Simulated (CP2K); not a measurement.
Consider methanimine at its PBE geometry (Å).

```xyz
5

C    -0.3944   -0.0126    0.0023
N     0.7574   -0.5592   -0.0657
H    -1.2832   -0.6548   -0.0569
H    -0.5752    1.0685    0.1186
H     1.4953    0.1580    0.0017
```

Method: CP2K XAS_TDP, all-electron GAPW, PBEh(45%), aug-cc-pVTZ, TDA, no relativity.

**Question.** Predict the bright core excitations at the C K edge.

Leading lines: C1 280.75 eV. The leading line of an atom is its first one with 35 % of the strongest within 2.5 eV of its lowest line over the strength cut. 

The first six lines of each atom with a strength over 0.0015:

| atom | energy (eV) | states | strength, one atom |
| --- | --- | --- | --- |
| C1 (bonded to N and 2 H) | 280.75 | 1 | 0.0606 |
|  | 284.75 | 1 | 0.0101 |
|  | 285.45 | 1 | 0.0170 |
|  | 286.00 | 1 | 0.0056 |
|  | 286.45 | 1 | 0.0073 |
|  | 287.12 | 1 | 0.0029 |

Lines are vertical, at one geometry, with no vibrational structure. Without a correction of the core level, line positions, and the gaps between valence and Rydberg lines, follow the share of exact exchange. At this level such K lines come out 3 to 6 eV under measured ones. These values hold no scalar relativity, about 0.1 eV for C 1s. Rydberg lines, and the discretised continuum above threshold, depend on the basis and the box.

[Banner, clock and machine lines of the logs are left out without a mark of their own.]

[Logs are printed without paths, hosts, clocks, repeated set-up lines and the standing remarks that a program may print on its own settings, such as how far it seeks lower states.]

[Hosts, paths, dates, database ids (printed as entryN), source tags and the programs' standing remarks are cut or masked in the printed files.]
